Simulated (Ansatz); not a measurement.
An input for Ansatz 0.2.0 (WSeS (2H monolayer)):

```yaml
crystal:
  lattice:
    - [3.1853941413, 0.0, 0.0]
    - [-1.5926970707, 2.7586322474, 0.0]
    - [0.0, 0.0, 29.7]
  atoms:
    - { symbol: W, position: [0.3333333333, 0.6666666667, 0.5028869934] }
    - { symbol: S, position: [0.6666666667, 0.3333333333, 0.5543018499] }
    - { symbol: Se, position: [0.6666666667, 0.3333333333, 0.4456981501] }
  periodic: [true, true, false]
kpoints:
  mp_grid: { grid: [9, 9, 1] }
  band_path:
    path:
      - [0.0, 0.0, 0.0]
      - [0.5, 0.0, 0.0]
      - [0.3333333333, 0.3333333333, 0.0]
      - [0.1666666667, 0.1666666667, 0.0]
    npoints: 1
hamiltonian:
  xc: hse06
  pseudopotentials: { kind: paw, azcp: { folder: soft_1 } }
scf:
  occupations: { method: fixed }
  n_extra_bands: 5
output:
  eigenvalues: true
```

```sh
ansatz run input.yaml --threads 3 --pin off --max-ram 92160MiB --backend cuda --events-out ev --progress --plain --runs-dir out --devices 1 --max-vram 13GiB
```

**Question.** How long will it take on 1 × NVIDIA H100 80GB HBM3 (shared by 6 runs) with 3 threads of AMD EPYC 7R13 (Zen 3), shared host, and how much memory?

It took 31 s; on shared hardware allow 16 s to 63 s. Peak host memory was 1.6 GiB. The sizes that set the cost: 5127 plane waves a state, 12 irreducible k points and 20 SCF cycles.

Exact exchange couples every pair of k points and filled bands, so it costs far more than a semilocal run.

[Paths, hosts, dates, memory and timing lines, banners, echoed tables and standing remarks are left out of the program output.]

[Logs are printed without paths, hosts, clocks, repeated set-up lines and the standing remarks that a program may print on its own settings, such as how far it seeks lower states.]

[Runs of the session that timed out or met a known fault of the program may be left out.]

[Cells called generated may have been cut or substituted from an entry of the Crystallography Open Database or the Materials Project.]

[Hosts, paths, dates, database ids (printed as entryN), source tags and the programs' standing remarks are cut or masked in the printed files.]
